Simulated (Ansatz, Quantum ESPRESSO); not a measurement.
# Mode couplings of In (I4/mmm) in a second program, part 4 of 4

Each step names its level of theory.

So far, highest frequency, solved or plainly interpolated (cm⁻¹): step 4 (second program, linear response: Fermi–Dirac smearing of 0.1 eV) 91.2; step 5 (matrix elements on the k mesh: PseudoDojo files, cutoff 952.399 eV, Fermi–Dirac …, PBE PseudoDojo norm-conserving) 106. The relaxed cell has a = 3.291, c = 5.086 Å (conventional setting).

### Step 7. Phonons and couplings with ph.x: Fermi–Dirac smearing of 0.1 eV

Level of this step: DFT PBE, scalar-relativistic, plane waves, PseudoDojo norm-conserving pseudopotentials (Quantum ESPRESSO).

ph.x gives each mode's frequency and linewidth; λ of a mode follows from Gaussian double-delta sums over the k mesh, here at four widths.

Input file ph.in:

```
phonons and couplings
&INPUTPH
  prefix          = 'x'
  outdir          = './tmp'
  tr2_ph          = 1.0d-15
  fildyn          = 'x.dyn'
  fildvscf        = 'dvscf'
  ldisp           = .true.
  nq1             = 2
  nq2             = 2
  nq3             = 2
  electron_phonon = 'simple'
  el_ph_ngauss    = 0
  el_ph_sigma     = 0.00734986
  el_ph_nsigma    = 4
  alpha_mix(1)    = 0.5
  amass(1)        = 114.818
/
```

Command:

```
$ OMP_NUM_THREADS=1 mpirun -n 4 ph.x -nk 4 -in ph.in > ph.x.log
```

The log of the run:

```text
[banner, memory and clock lines left out]
Program PHONON v.7.5

     ./tmp/x.save/

     IMPORTANT: XC functional enforced from input :
     Exchange-correlation= PBE
                           (   1   4   3   4   0   0   0)
     Any further DFT definition will be discarded
     Please, verify this is what you really want

     G-vector sticks info

     Reading collected, re-writing distributed wavefunctions in ./tmp/

     Dynamical matrices for ( 2, 2, 2)  uniform grid of q-points
     (   4 q-points):
       N         xq(1)         xq(2)         xq(3)
       1   0.000000000   0.000000000   0.000000000
       2  -0.523665173  -0.523665173   0.000000000
       3  -0.523665173  -0.000000000  -0.338900802
       4  -1.047330345  -1.047330345  -0.677801603

     Number and degeneracy of irreps per q-point
       N         xq(1)         xq(2)         xq(3)   N irreps
       1   0.000000000   0.000000000   0.000000000       2
        1   2
       2  -0.523665173  -0.523665173   0.000000000       3
     No degeneracy
       3  -0.523665173  -0.000000000  -0.338900802       3
     No degeneracy
       4  -1.047330345  -1.047330345  -0.677801603       2
        1   2

     Saving dvscf to file. Distribute only q points, not irreducible representations.

     Calculation of q =    0.0000000   0.0000000   0.0000000

     phonons and couplings

     bravais-lattice index     =            0
     lattice parameter (alat)  =       6.5140  a.u.
     unit-cell volume          =     185.8803 (a.u.)^3
     number of atoms/cell      =            1
     number of atomic types    =            1
     kinetic-energy cut-off    =      70.0000  Ry
     charge density cut-off    =     280.0000  Ry
     convergence threshold     =      1.0E-15
     beta                      =       0.5000
     number of iterations used =            4
     Exchange-correlation= PBE
                           (   1   4   3   4   0   0   0)

     celldm(1)=    6.51395  celldm(2)=    0.00000  celldm(3)=    0.00000
     celldm(4)=    0.00000  celldm(5)=    0.00000  celldm(6)=    0.00000

     crystal axes: (cart. coord. in units of alat)
               a(1) = ( -0.4774  0.4774  0.7377 )
               a(2) = (  0.4774 -0.4774  0.7377 )
               a(3) = (  0.4774  0.4774 -0.7377 )

     reciprocal axes: (cart. coord. in units 2 pi/alat)
               b(1) = (  0.0000  1.0473  0.6778 )
               b(2) = (  1.0473  0.0000  0.6778 )
               b(3) = (  1.0473  1.0473  0.0000 )

     Atoms inside the unit cell:

     Cartesian axes

     site n.  atom      mass           positions (alat units)
        1  In    114.8180   tau(    1) = (    0.00000    0.00000    0.00000  )

     Computing dynamical matrix for
                    q = (   0.0000000   0.0000000   0.0000000 )

     17 Sym.Ops. (with q -> -q+G )

     G cutoff =  300.9450  (  14677 G-vectors)     FFT grid: ( 36, 36, 36)

     number of k points=   102  Fermi-Dirac smearing, width (Ry)=  0.0073

     PseudoPot. # 1 for In read from file:
     ./pseudo/In.upf
     Pseudo is Norm-conserving + core correction, Zval = 13.0
     Using radial grid of 1964 points,  6 beta functions with:
                l(1) =   0
                l(2) =   0
                l(3) =   1
                l(4) =   1
                l(5) =   2
                l(6) =   2

     Mode symmetry, D_4h(4/mmm) point group:

     Atomic displacements:
     There are    2 irreducible representations

     Representation     1      1 modes -  To be done

     Representation     2      2 modes -  To be done

     Alpha used in Ewald sum =   2.8000

     Representation #   1 mode #   1

     Self-consistent Calculation

     Pert. #  1: Fermi energy shift (Ry) =     1.3235E-23    -7.5232E-37

      thresh= 1.000E-02 alpha_mix =  0.500 |ddv_scf|^2 =  3.798E-05

     Pert. #  1: Fermi energy shift (Ry) =     0.0000E+00     1.8808E-37

      thresh= 6.163E-04 alpha_mix =  0.500 |ddv_scf|^2 =  5.371E-07

     Pert. #  1: Fermi energy shift (Ry) =    -8.2718E-25    -2.3510E-38

      thresh= 7.329E-05 alpha_mix =  0.500 |ddv_scf|^2 =  2.949E-08

     Pert. #  1: Fermi energy shift (Ry) =     0.0000E+00     2.9387E-39

      thresh= 1.717E-05 alpha_mix =  0.500 |ddv_scf|^2 =  3.144E-10

     Pert. #  1: Fermi energy shift (Ry) =     0.0000E+00     4.5918E-41

      thresh= 1.773E-06 alpha_mix =  0.500 |ddv_scf|^2 =  4.004E-12

     Pert. #  1: Fermi energy shift (Ry) =    -2.5849E-26    -2.2959E-41

      thresh= 2.001E-07 alpha_mix =  0.500 |ddv_scf|^2 =  1.617E-13

     Pert. #  1: Fermi energy shift (Ry) =     0.0000E+00    -7.1746E-43

      thresh= 4.021E-08 alpha_mix =  0.500 |ddv_scf|^2 =  7.671E-16

     End of self-consistent calculation

     Convergence has been achieved

     Representation #   2 modes #   2   3

     Self-consistent Calculation

     Pert. #  1: Fermi energy shift (Ry) =     0.0000E+00    -3.7092E-68
     Pert. #  2: Fermi energy shift (Ry) =     9.9262E-24     0.0000E+00

      thresh= 1.000E-02 alpha_mix =  0.500 |ddv_scf|^2 =  9.169E-06

     Pert. #  1: Fermi energy shift (Ry) =     4.1359E-25     4.6365E-69
     Pert. #  2: Fermi energy shift (Ry) =     0.0000E+00     0.0000E+00

      thresh= 3.028E-04 alpha_mix =  0.500 |ddv_scf|^2 =  1.187E-07

     Pert. #  1: Fermi energy shift (Ry) =    -6.4623E-27    -5.7956E-70
     Pert. #  2: Fermi energy shift (Ry) =     2.0680E-25     0.0000E+00

      thresh= 3.446E-05 alpha_mix =  0.500 |ddv_scf|^2 =  7.379E-09

     Pert. #  1: Fermi energy shift (Ry) =     0.0000E+00     1.4489E-70
     Pert. #  2: Fermi energy shift (Ry) =     0.0000E+00     0.0000E+00

      thresh= 8.590E-06 alpha_mix =  0.500 |ddv_scf|^2 =  9.389E-11

     Pert. #  1: Fermi energy shift (Ry) =     6.4623E-27     2.2639E-72
     Pert. #  2: Fermi energy shift (Ry) =     0.0000E+00     0.0000E+00

      thresh= 9.690E-07 alpha_mix =  0.500 |ddv_scf|^2 =  8.852E-13

     Pert. #  1: Fermi energy shift (Ry) =    -1.2925E-26    -2.2639E-72
     Pert. #  2: Fermi energy shift (Ry) =    -1.2925E-26     0.0000E+00

      thresh= 9.408E-08 alpha_mix =  0.500 |ddv_scf|^2 =  6.815E-14

     Pert. #  1: Fermi energy shift (Ry) =    -1.2925E-26     2.8699E-42
     Pert. #  2: Fermi energy shift (Ry) =    -1.2925E-26     0.0000E+00

      thresh= 2.611E-08 alpha_mix =  0.500 |ddv_scf|^2 =  3.332E-16

     End of self-consistent calculation

     Convergence has been achieved

     Number of q in the star =    1
     List of q in the star:
          1   0.000000000   0.000000000   0.000000000

     Diagonalizing the dynamical matrix

     q = (    0.000000000   0.000000000   0.000000000 )

 **************************************************************************
[...]
DOS =  3.853553 states/spin/Ry/Unit Cell at Ef=  9.757146 eV
     double delta at Ef =  0.026907
[...]
Gaussian Broadening:   0.015 Ry, ngauss=   0
     DOS =  3.464547 states/spin/Ry/Unit Cell at Ef=  9.764104 eV
     double delta at Ef =  4.558071
[...]
Gaussian Broadening:   0.022 Ry, ngauss=   0
     DOS =  3.319078 states/spin/Ry/Unit Cell at Ef=  9.777874 eV
     double delta at Ef =  9.570506
[...]
Gaussian Broadening:   0.029 Ry, ngauss=   0
     DOS =  3.255914 states/spin/Ry/Unit Cell at Ef=  9.792213 eV
     double delta at Ef = 12.933878
[...]
Calculation of q =   -1.0473303  -1.0473303  -0.6778016

     G-vector sticks info

     Title:
     phonons and couplings

     bravais-lattice index     =            0
     lattice parameter (alat)  =       6.5140  a.u.
     unit-cell volume          =     185.8803 (a.u.)^3
     number of atoms/cell      =            1
     number of atomic types    =            1
     number of electrons       =        13.00
     number of Kohn-Sham states=           14
     kinetic-energy cutoff     =      70.0000  Ry
     charge density cutoff     =     280.0000  Ry
     Exchange-correlation= PBE
                           (   1   4   3   4   0   0   0)

     celldm(1)=   6.513951  celldm(2)=   0.000000  celldm(3)=   0.000000
     celldm(4)=   0.000000  celldm(5)=   0.000000  celldm(6)=   0.000000

     crystal axes: (cart. coord. in units of alat)
               a(1) = (  -0.477404   0.477404   0.737679 )
               a(2) = (   0.477404  -0.477404   0.737679 )
               a(3) = (   0.477404   0.477404  -0.737679 )

     reciprocal axes: (cart. coord. in units 2 pi/alat)
               b(1) = (  0.000000  1.047330  0.677802 )
               b(2) = (  1.047330  0.000000  0.677802 )
               b(3) = (  1.047330  1.047330  0.000000 )

     PseudoPot. # 1 for In read from file:
     ./pseudo/In.upf
     Pseudo is Norm-conserving + core correction, Zval = 13.0
     Using radial grid of 1964 points,  6 beta functions with:
[...]
l(5) =   2
                l(6) =   2

     atomic species   valence    mass     pseudopotential
     In               13.00   114.81800     In( 1.00)

     16 Sym. Ops., with inversion, found

   Cartesian axes

     site n.     atom                  positions (alat units)
         1        In     tau(   1) = (   0.0000000   0.0000000   0.0000000  )

     number of k points=   204  Fermi-Dirac smearing, width (Ry)=  0.0073

     Number of k-points >= 100: set verbosity='high' to print them.

     Dense  grid:    14677 G-vectors     FFT dimensions: (  36,  36,  36)

     The potential is recalculated from file :
     ./tmp/_ph0/x.q_4/x.save/charge-density

     Starting wfcs are    9 atomic +    5 random wfcs

     Band Structure Calculation
     Davidson diagonalization with overlap

     ethr =  7.69E-11,  avg # of iterations = 24.5

     End of band structure calculation

     Number of k-points >= 100: set verbosity='high' to print the bands.

     the Fermi energy is     9.7704 ev

     Writing config to output data dir ./tmp/_ph0/x.q_4/x.save/ :
     XML data file

     phonons and couplings

     bravais-lattice index     =            0
     lattice parameter (alat)  =       6.5140  a.u.
     unit-cell volume          =     185.8803 (a.u.)^3
     number of atoms/cell      =            1
     number of atomic types    =            1
     kinetic-energy cut-off    =      70.0000  Ry
     charge density cut-off    =     280.0000  Ry
     convergence threshold     =      1.0E-15
     beta                      =       0.5000
     number of iterations used =            4
     Exchange-correlation= PBE
                           (   1   4   3   4   0   0   0)

     celldm(1)=    6.51395  celldm(2)=    0.00000  celldm(3)=    0.00000
     celldm(4)=    0.00000  celldm(5)=    0.00000  celldm(6)=    0.00000

     crystal axes: (cart. coord. in units of alat)
               a(1) = ( -0.4774  0.4774  0.7377 )
               a(2) = (  0.4774 -0.4774  0.7377 )
               a(3) = (  0.4774  0.4774 -0.7377 )

     reciprocal axes: (cart. coord. in units 2 pi/alat)
               b(1) = (  0.0000  1.0473  0.6778 )
               b(2) = (  1.0473  0.0000  0.6778 )
               b(3) = (  1.0473  1.0473  0.0000 )

     Atoms inside the unit cell:

     Cartesian axes

     site n.  atom      mass           positions (alat units)
        1  In    114.8180   tau(    1) = (    0.00000    0.00000    0.00000  )

     Computing dynamical matrix for
                    q = (  -1.0473303  -1.0473303  -0.6778016 )

     17 Sym.Ops. (with q -> -q+G )

     G cutoff =  300.9450  (  14677 G-vectors)     FFT grid: ( 36, 36, 36)

     number of k points=   204  Fermi-Dirac smearing, width (Ry)=  0.0073

     PseudoPot. # 1 for In read from file:
     ./pseudo/In.upf
     Pseudo is Norm-conserving + core correction, Zval = 13.0
     Using radial grid of 1964 points,  6 beta functions with:
                l(1) =   0
                l(2) =   0
                l(3) =   1
                l(4) =   1
                l(5) =   2
                l(6) =   2

     Mode symmetry, D_4h(4/mmm) point group:

     Atomic displacements:
     There are    2 irreducible representations

     Representation     1      1 modes -  To be done

     Representation     2      2 modes -  To be done

     Alpha used in Ewald sum =   2.8000

     Representation #   1 mode #   1

     Self-consistent Calculation

[...]
End of self-consistent calculation

     Convergence has been achieved

     Representation #   2 modes #   2   3

     Self-consistent Calculation

      thresh= 1.000E-02 alpha_mix =  0.500 |ddv_scf|^2 =  1.603E-05

      thresh= 4.004E-04 alpha_mix =  0.500 |ddv_scf|^2 =  6.807E-07

      thresh= 8.251E-05 alpha_mix =  0.500 |ddv_scf|^2 =  7.065E-09

      thresh= 8.405E-06 alpha_mix =  0.500 |ddv_scf|^2 =  2.804E-10

      thresh= 1.674E-06 alpha_mix =  0.500 |ddv_scf|^2 =  4.540E-12

      thresh= 2.131E-07 alpha_mix =  0.500 |ddv_scf|^2 =  4.194E-13

      thresh= 6.476E-08 alpha_mix =  0.500 |ddv_scf|^2 =  1.491E-15

      thresh= 3.861E-09 alpha_mix =  0.500 |ddv_scf|^2 =  2.662E-16

     End of self-consistent calculation

     Convergence has been achieved

     Number of q in the star =    1
     List of q in the star:
          1  -1.047330345  -1.047330345  -0.677801603

     Diagonalizing the dynamical matrix

     q = (   -1.047330345  -1.047330345  -0.677801603 )

 **************************************************************************
     freq (    1) =       1.219613 [THz] =      40.681899 [cm-1]
     freq (    2) =       1.219613 [THz] =      40.681899 [cm-1]
     freq (    3) =       2.740556 [THz] =      91.415105 [cm-1]
 **************************************************************************

     Mode symmetry, D_4h(4/mmm) point group:

     freq (   1-   2) =         40.7  [cm-1]   --> E_u  X_5' M_5'
     freq (   3-   3) =         91.4  [cm-1]   --> A_2u X_4' M_4'

     Gaussian Broadening:   0.007 Ry, ngauss=   0
     DOS =  3.853553 states/spin/Ry/Unit Cell at Ef=  9.757146 eV
     double delta at Ef =235.242267
[...]
Gaussian Broadening:   0.015 Ry, ngauss=   0
     DOS =  3.464547 states/spin/Ry/Unit Cell at Ef=  9.764104 eV
     double delta at Ef =117.098543
[...]
lambda(    2)=  3.3717   gamma=   16.59 GHz
     lambda(    3)=  0.8991   gamma=   22.34 GHz

     Gaussian Broadening:   0.022 Ry, ngauss=   0
     DOS =  3.319078 states/spin/Ry/Unit Cell at Ef=  9.777874 eV
     double delta at Ef = 63.991837
     lambda(    1)=  1.8702   gamma=    8.82 GHz
     lambda(    2)=  1.8702   gamma=    8.82 GHz
     lambda(    3)=  0.4671   gamma=   11.12 GHz

     Gaussian Broadening:   0.029 Ry, ngauss=   0
     DOS =  3.255914 states/spin/Ry/Unit Cell at Ef=  9.792213 eV
     double delta at Ef = 41.339245
     lambda(    1)=  1.2031   gamma=    5.56 GHz
     lambda(    2)=  1.2031   gamma=    5.56 GHz
     lambda(    3)=  0.2980   gamma=    6.96 GHz
```

Elapsed: 8.5 min, on 4 MPI ranks of Arm Neoverse V1, shared host.

Numbers from this step:

```
omega log against width : 6.544, 6.532, 6.353, 5.836 meV, at widths 0.1 to 0.4 eV
```

As ph.x prints them, no sum rule imposed; at the zone centre the sum is no linewidth. Double-delta sums:

| q1 | q2 | q3 | star | mode | omega (meV) | lambda_q, sigma 0.1 eV | lambda_q, sigma 0.2 eV | lambda_q, sigma 0.3 eV | lambda_q, sigma 0.4 eV | half width at sigma 0.2 (meV) |
| --- | --- | --- | --- | --- | --- | --- | --- | --- | --- | --- |
| 0 | 0 | 0 | 1 | 1 | 0.4813 | 0 | 0 | 0 | 0 | 2.07e-4 |
| 0 | 0 | 0 | 1 | 2 | 0.4813 | 0 | 0 | 0 | 0 | 2.07e-4 |
| 0 | 0 | 0 | 1 | 3 | 0.5307 | 0 | 0 | 0 | 0 | 4.14e-5 |
| 0 | 0 | -0.5 | 2 | 1 | 5.821 | 0.2566 | 0.2781 | 0.2027 | 0.2308 | 0.007527 |
| 0 | 0 | -0.5 | 2 | 2 | 8.856 | 0.4312 | 0.4668 | 0.2877 | 0.1981 | 0.02928 |
| 0 | 0 | -0.5 | 2 | 3 | 12.92 | 1.49 | 0.7151 | 0.4542 | 0.3357 | 0.09545 |
| 0 | -0.5 | 0 | 4 | 1 | 2.81 | 1.00e-4 | 0.0666 | 0.1984 | 0.3539 | 4.14e-4 |
| 0 | -0.5 | 0 | 4 | 2 | 4.306 | 0 | 0.0152 | 0.0702 | 0.1495 | 2.07e-4 |
| 0 | -0.5 | 0 | 4 | 3 | 13.19 | 7.00e-4 | 0.1079 | 0.1879 | 0.2059 | 0.01501 |
| -0.5 | -0.5 | -0.5 | 1 | 1 | 5.044 | 6.173 | 3.372 | 1.87 | 1.203 | 0.06861 |
| -0.5 | -0.5 | -0.5 | 1 | 2 | 5.044 | 6.173 | 3.372 | 1.87 | 1.203 | 0.06861 |
| -0.5 | -0.5 | -0.5 | 1 | 3 | 11.33 | 1.792 | 0.8991 | 0.4671 | 0.298 | 0.09239 |

Mean over the q mesh without its centre; few wavevectors enter, so none of the widths can be taken as converged. The coupling constant λ, lambda by Gaussian width:

| Gaussian width (eV) | coupling constant λ, lambda |
| --- | --- |
| 0.100 | 2.64 |
| 0.200 | 1.62 |
| 0.300 | 1.13 |
| 0.400 | 1.01 |

λ runs from 2.64 at 0.1 eV to 1.01 at 0.4 eV.

### Step 8. What came out

```json
{
 "phonon run of the rows without a label of their own": "PBE, q 2×2×2, k 10×10×10",
 "coupling λ by Gaussian sums at 0.2 eV, Quantum ESPRESSO, GBRV, cutoff 612 eV, q 3×3×3, k 12×12×12": "1.02",
 "coupling λ by Gaussian sums at 0.2 eV, Ansatz, PseudoDojo, cutoff 952 eV, q 2×2×2, k 10×10×10": "1.61",
 "coupling λ by Gaussian sums at 0.2 eV, Quantum ESPRESSO, PseudoDojo, cutoff 952 eV, q 2×2×2, k 10×10×10": "1.62"
}
```

What this shows: Under gradient-corrected functionals ph.x can misplace modes where the density is low; no frozen-phonon run checks these frequencies. With the same potentials, cutoff and meshes the two programs' mean λ differ by at most 0.64 % over the four widths. In the last run that gave them, λ from the Gaussian sums still varies by a factor of 2.6 between widths of 0.1 and 0.4 eV; these sums hold few wavevectors and leave out the zone centre.

[Logs are printed without paths, hosts, clocks, repeated set-up lines and the standing remarks that a program may print on its own settings, such as how far it seeks lower states.]

[Hosts, paths, dates, database ids (printed as entryN), source tags and the programs' standing remarks are cut or masked in the printed files.]
